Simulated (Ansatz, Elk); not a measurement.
## How far do independent atoms describe MoH2?

Structure refinements treat a crystal as free atoms side by side. For a made-up structure of MoH2 (cell and positions from a r2SCAN relaxation) the runs below show what the calculated density changes in F(hkl).

Program: Elk 11.2.3 (patched build). Level of theory: DFT, PBE, all-electron APW+lo, Dirac cores, scalar-relativistic bands, static density, no spin. Results are calculated unless marked as measured.

The structure was built from a prototype and need not be the compound's stable phase.

### Step 1. The starting structure

The structure is cubic, space group Fm-3m (No. 225). Conventional cell: a = 4.396 Å, b = 4.396 Å, c = 4.396 Å, α = 90.00°, β = 90.00°, γ = 90.00°. Mo has 8 H at 1.90 Å nearest. H has 4 Mo at 1.90 Å nearest. Farther neighbours are not listed.

As a file:

```cif
data_structure
_symmetry_space_group_name_H-M 'Fm-3m'
_symmetry_Int_Tables_number 225
_cell_length_a 4.3962
_cell_length_b 4.3962
_cell_length_c 4.3962
_cell_angle_alpha 90.000
_cell_angle_beta 90.000
_cell_angle_gamma 90.000
_cell_volume 84.96
loop_
_atom_site_label
_atom_site_type_symbol
_atom_site_symmetry_multiplicity
_atom_site_Wyckoff_symbol
_atom_site_fract_x
_atom_site_fract_y
_atom_site_fract_z
_atom_site_occupancy
Mo1 Mo 4 a 0.00000 0.00000 0.00000 1
H1 H 8 c 0.25000 0.25000 0.75000 1
```

### Step 2. Ground state and structure factors

An all-electron density is needed, since X-rays see the cores too. Task 0 finds the density and task 195 Fourier-transforms it; tshift is off so that phases refer to the origin typed.

Contents of elk.in:

```
tasks
  0
  195

xctype
  20

spinpol
  .false.

rgkmax
  7.0

gmaxvr
  14.0

lmaxo
  7

lmaxapw
  8

swidth
  0.002

tshift
  .false.

ramdisk
  .false.

hmaxvr
  5.5

maxscl
  120

epspot
  1e-06

sppath
  './'

avec
  -0.00000000000 4.15382310412 4.15382310412
  4.15382310412 0.00000000000 4.15382310412
  4.15382310412 4.15382310412 -0.00000000000

atoms
  2
  'Mo.in'
  1
  0.0000000000 -0.0000000000 -0.0000000000   0.000000 0.000000 0.000000
  'H.in'
  2
  0.7500000000 0.7500000000 0.7500000000   0.000000 0.000000 0.000000
  0.2500000000 0.2500000000 0.2500000000   0.000000 0.000000 0.000000

ngridk
  9 9 9
```

The run is started by

```console
OMP_NUM_THREADS=4 elk
```

Numbers of over 12 decimals in the logs are rounded to 6 here.

The log of the run:

```text
┌─────────────────────────┐
│ Elk code version 11.2.3 │
└─────────────────────────┘

All units are atomic (Hartree, Bohr, etc.)

┌─────────────────────────────────────────────────┐
│ Ground-state run starting from atomic densities │
└─────────────────────────────────────────────────┘

Lattice vectors :
  -0.000000000       4.153823104       4.153823104
   4.153823104       0.000000000       4.153823104
   4.153823104       4.153823104      -0.000000000

Reciprocal lattice vectors :
 -0.7563135393      0.7563135393      0.7563135393
  0.7563135393     -0.7563135393      0.7563135393
  0.7563135393      0.7563135393     -0.7563135393

Unit cell volume      :    143.3421745
Brillouin zone volume :    1.730476144

Muffin-tin inner radius fraction :   0.1000000000E-01

Nuclei treated as point charges

Species : 1 (Mo)
 parameters loaded from : Mo.in
 name : molybdenum
 nuclear charge    :   -42.00000000
 electronic charge :    42.00000000
 atomic mass :    174887.9214
 muffin-tin radius :    2.305755615
 number of radial points in muffin-tin :   1193
 inner part over the whole radius :   0.9979305840E-02
 number on inner part of muffin-tin    :    846
 approximate nuclear radius :   0.8334154960E-04
 number of mesh points to nuclear radius :    423
 atomic positions (lattice), magnetic fields (Cartesian) :
  1 :   0.00000000  0.00000000  0.00000000    0.00000000  0.00000000  0.00000000

Species : 2 (H)
 parameters loaded from : H.in
 name : hydrogen
 nuclear charge    :   -1.000000000
 electronic charge :    1.000000000
 atomic mass :    1837.362221
 muffin-tin radius :    1.241560716
 number of radial points in muffin-tin :    393
 inner part over the whole radius :   0.9776990544E-02
 number on inner part of muffin-tin    :    257
 approximate nuclear radius :   0.2766748019E-04
 number of mesh points to nuclear radius :     78
 atomic positions (lattice), magnetic fields (Cartesian) :
  1 :  -0.25000000 -0.25000000 -0.25000000    0.00000000  0.00000000  0.00000000
  2 :   0.25000000  0.25000000  0.25000000    0.00000000  0.00000000  0.00000000

Total number of atoms per unit cell :    3
Total muffin-tin volume :    67.38186381
 ratio of muffin-tin to unit cell volume :   0.4700770310

Spin treatment :
 spin-unpolarised

Number of Bravais lattice symmetries :   48
Number of crystal symmetries         :   48
Crystal has inversion symmetry
Real symmetric eigensolver will be used

k-point grid :      9     9     9
k-point offset :    0.000000000       0.000000000       0.000000000
k-point set is reduced with full crystal symmetry group
Total number of k-points :       35

Muffin-tin radius times maximum |G+k| :    7.000000000
 using average radius
Maximum |G+k| for APW functions       :    4.385161656
Maximum (1/2)|G+k|²                   :    9.614821374
Maximum |G| for potential and density :    14.00000000
Constant for pseudocharge density :    8
 order of it for each species :   15  15
 order of it for pair densities of each species (exact exchange by exxq0 0: 16) :   15   4
Radial integration step length :    1

G-vector grid sizes :     27    27    27
Number of G-vectors :     6615

Maximum angular momentum used for
 APW functions            :    8
 outer part of muffin-tin :    7
 inner part of muffin-tin :    2

Total nuclear charge    :   -44.00000000
Total core charge       :    28.00000000
Total valence charge    :    16.00000000
Total excess charge     :    0.000000000
Total electronic charge :    44.00000000

Effective Wigner radius, rₛ :   0.9196252792

Number of empty states         :     12
Total number of valence states :     21
Total number of core states    :     28

Third-order local-orbitals added for an l without core states : T
Total number of local-orbitals :     34

Exchange-correlation functional :     20     0     0
 Perdew-Burke-Ernzerhof, Phys. Rev. Lett. 77, 3865 (1996)
 gradient requirement :    1
 generalised gradient approximation (GGA)

Smearing type :    3
 Fermi-Dirac
Smearing width :   0.2000000000E-02
[...]
correlation                 :     -2.271563
 electron entropic           :    -0.32594983728114E-03
 total energy                :     -4051.1556124775

Density of states at Fermi energy :    23.70766545
 (states/Hartree/unit cell)

Estimated indirect band gap :   0.5538063297E-03
 from k-point 29 to k-point 6
Estimated direct band gap   :   0.1053523131E-01
 at k-point 29

Charges :
 core                        :    28.00000000
 valence                     :    16.00000000
 interstitial                :    3.051491994
 muffin-tins (core leakage)
  species : 1 (Mo)
   atom 1                    :    39.21951054     (  0.3163691506E-05)
  species : 2 (H)
   atom 1                    :   0.8644987345     (   0.000000000    )
   atom 2                    :   0.8644987345     (   0.000000000    )
 total in muffin-tins        :    40.94850801
 total calculated charge     :    43.99972451
 total charge                :    44.00000000
 error                       :   0.2754883868E-03

RMS change in Kohn-Sham potential (target) :    77.46995960     (  0.1000000000E-05)
Absolute change in total energy (target)   :   0.1411322553     (  0.1000000000E-03)

[... loops 3 to 19 left out ...]

┌──────────────────┐
│ Loop number : 20 │
└──────────────────┘

Energies :
 Fermi                       :     0.457755
 sum of occupied eigenvalues :     -2404.1983472773
 electron kinetic            :      4199.5362949010
 core electron kinetic       :      4102.1286965865
 Coulomb                     :     -8125.6134026286
 Coulomb potential           :     -6441.2210049272
 nuclear-nuclear             :     -495.55395245882
 electron-nuclear            :     -8828.7512984179
 Hartree                     :      1198.6918482481
 Madelung                    :     -4905.0029001650
 xc potential                :     -162.51363725102
 exchange                    :     -122.39678490891
 correlation                 :     -2.275786
 electron entropic           :    -0.33933101055927E-03
 total energy                :     -4050.7500183757

Density of states at Fermi energy :    22.44676046
 (states/Hartree/unit cell)

Estimated indirect band gap :   0.5572162061E-02
 from k-point 15 to k-point 29
Estimated direct band gap   :   0.2445785816E-01
 at k-point 6

Charges :
 core                        :    28.00000000
 valence                     :    16.00000000
 interstitial                :    2.823818688
 muffin-tins (core leakage)
  species : 1 (Mo)
   atom 1                    :    39.66365923     (  0.2947169957E-05)
  species : 2 (H)
   atom 1                    :   0.7562610397     (   0.000000000    )
   atom 2                    :   0.7562610397     (   0.000000000    )
 total in muffin-tins        :    41.17618131
 total calculated charge     :    43.99974515
 total charge                :    44.00000000
 error                       :   0.2548532788E-03

RMS change in Kohn-Sham potential (target) :   0.2981132089E-06 (  0.1000000000E-05)
Absolute change in total energy (target)   :   0.3709978955E-06 (  0.1000000000E-03)

Convergence targets achieved

┌──────────────────┐
│ Loop number : 21 │
└──────────────────┘

Energies :
 Fermi                       :     0.457755
 sum of occupied eigenvalues :     -2404.1983473032
 electron kinetic            :      4199.5362948643
 core electron kinetic       :      4102.1286965528
 Coulomb                     :     -8125.6134026180
 Coulomb potential           :     -6441.2210049185
 nuclear-nuclear             :     -495.55395245882
 electron-nuclear            :     -8828.7512984059
 Hartree                     :      1198.6918482467
 Madelung                    :     -4905.0029001588
 xc potential                :     -162.51363724905
 exchange                    :     -122.39678490883
 correlation                 :     -2.275786
 electron entropic           :    -0.33933101079556E-03
 total energy                :     -4050.7500184017

Density of states at Fermi energy :    22.44676048
 (states/Hartree/unit cell)

Estimated indirect band gap :   0.5572162074E-02
 from k-point 15 to k-point 29
Estimated direct band gap   :   0.2445785816E-01
 at k-point 6

Charges :
 core                        :    28.00000000
 valence                     :    16.00000000
 interstitial                :    2.823818687
 muffin-tins (core leakage)
  species : 1 (Mo)
   atom 1                    :    39.66365923     (  0.2947171094E-05)
  species : 2 (H)
   atom 1                    :   0.7562610399     (   0.000000000    )
   atom 2                    :   0.7562610399     (   0.000000000    )
 total in muffin-tins        :    41.17618131
 total calculated charge     :    43.99974515
 total charge                :    44.00000000
 error                       :   0.2548532802E-03

┌──────────────────────────────┐
│ Self-consistent loop stopped │
└──────────────────────────────┘

Wrote STATE.OUT
```

It took 8.8 s on 4 threads of Arm Neoverse V2, shared host; peak memory 0.22 GiB.

SFACRHO.OUT:

```text

h k l indices transformed by vhmat matrix:
   1.000000000       0.000000000       0.000000000    
   0.000000000       1.000000000       0.000000000    
   0.000000000       0.000000000       1.000000000    

      h      k      l  multipl.   |H|            Re(F)            Im(F)           |F|

      0      0      0      1   0.0000000       44.000000      0.11178767E-15   44.000000    
     -1      0      0      8   1.3099735       33.103335     -0.46623569E-16   33.103335    
      0     -1     -1      6   1.5126271       30.595476     -0.13778421E-15   30.595476    
     -1      1      0     12   2.1391777       28.046162      0.89493796E-17   28.046162    
     -1      1     -1     24   2.5084082       25.485145      0.10101773E-15   25.485145    
      0      0     -2      8   2.6199470       24.535558      0.12747114E-15   24.535558    
      2      2      0      6   3.0252542       23.351028      0.47716712E-16   23.351028    
     -2      1      0     24   3.2966943       21.916284     -0.15541190E-16   21.916284    
      1      2     -1     24   3.3823370       21.472083     -0.27233217E-16   21.472083    
      3      1      0     24   3.7051645       20.597111     -0.12930755E-16   20.597111    
     -1      2      2     24   3.9299204       19.820612     -0.77705949E-17   19.820612    
     -3     -3     -3      8   3.9299204       19.716327      0.31082379E-16   19.716327    
     -2      0      2     12   4.2783555       18.798394     -0.23196008E-16   18.798394    
     -1      2     -2     48   4.4744112       18.181952     -0.34967677E-16   18.181952    
     -1     -1     -4     24   4.5378812       17.917461     -0.17599183E-15   17.917461    
      0     -3     -3      6   4.5378812       18.005903     -0.66396852E-16   18.005903    
     -3     -2      1     24   4.7833468       17.443950     -0.35156405E-16   17.443950    
      4      3      4     24   4.9594795       16.884055     -0.38852974E-16   16.884055
```

Elk indexes on the primitive cell of elk.in and gives |H| = 4π sin θ/λ in inverse bohr. Below, one row stands for each form hkl of the conventional cell (m members, Friedel mates merged), F is for one primitive cell and the density is static (no thermal factor). Free-atom factors are Waasmaier and Kirfel's, and R is Σm||F|−|F'||/Σm|F|.

```csv
hkl,m,sin θ/λ (Å⁻¹),"abs F, DFT",neutral atoms,diff.
111,8,0.197,33.103,33.336,-0.233
200,6,0.228,30.596,30.978,-0.382
220,12,0.322,28.046,27.932,+0.114
311,24,0.377,25.485,25.374,+0.111
222,8,0.394,24.536,24.527,+0.009
400,6,0.455,23.351,23.130,+0.221
331,24,0.496,21.916,21.887,+0.030
420,24,0.509,21.472,21.443,+0.029
422,24,0.557,20.597,20.598,-0.001
511,24,0.591,19.821,19.805,+0.015
333,8,0.591,19.716,19.805,-0.089
440,12,0.643,18.798,18.864,-0.066
531,48,0.673,18.182,18.259,-0.077
442,24,0.682,17.918,18.035,-0.117
```

### Step 3. The highest occupied states alone

An energy window below the Fermi level keeps the highest occupied states, to see at which angles they scatter; shallow core shells can lie inside it and anion s states outside. No new self-consistency is needed.

elk.in: that of step 2 with these lines changed.

```diff
@@ -1,3 +1,2 @@
 tasks
-  0
   195
@@ -40,2 +39,5 @@
 
+wsfac
+  0.090260 0.757750
+
 sppath
```

The run is started by

```console
OMP_NUM_THREADS=4 elk
```

The log of the run:

```text
┌─────────────────────────────────┐
│ Elk code version 11.2.3 started │
└─────────────────────────────────┘

Info(readinput): the functional depends on the density's gradient
 muffin-tin radial points multiplied by    2.00000
 (not where nrmtscf is given)

┌────────────────────┐
│ Current task : 195 │
└────────────────────┘
Info(checkmt): changed muffin-tin radius of species 1 (Mo) from   2.6000 to   2.3058
Info(checkmt): changed muffin-tin radius of species 2 (H) from   1.4000 to   1.2416

Info(sfacrho): density structure factors written to SFACRHO.OUT

 Energy window :   0.9026000000E-01  0.7577500000

┌──────────────────┐
│ Elk code stopped │
└──────────────────┘
```

Elapsed: 1.4 s, on 4 threads; peak memory 0.22 GiB; 2.2 s of CPU time.

States within 10 eV below the Fermi level hold 7.84 electrons; any levels below the window count with the cores, and a count that is not whole means the window cuts a band. Their amplitudes can exceed the total, where window and core parts have opposite phase:

```csv
hkl,sin θ/λ (Å⁻¹),"abs F, window","abs F, all"
111,0.197,1.294,33.103
200,0.228,0.063,30.596
220,0.322,0.762,28.046
311,0.377,0.102,25.485
222,0.394,0.309,24.536
400,0.455,0.282,23.351
331,0.496,0.078,21.916
420,0.509,0.194,21.472
422,0.557,0.053,20.597
511,0.591,0.014,19.821
```

[end of part 1 of 2]

[Logs are printed without paths, hosts, clocks, repeated set-up lines and the standing remarks that a program may print on its own settings, such as how far it seeks lower states.]

[Hosts, paths, dates, database ids (printed as entryN), source tags and the programs' standing remarks are cut or masked in the printed files.]
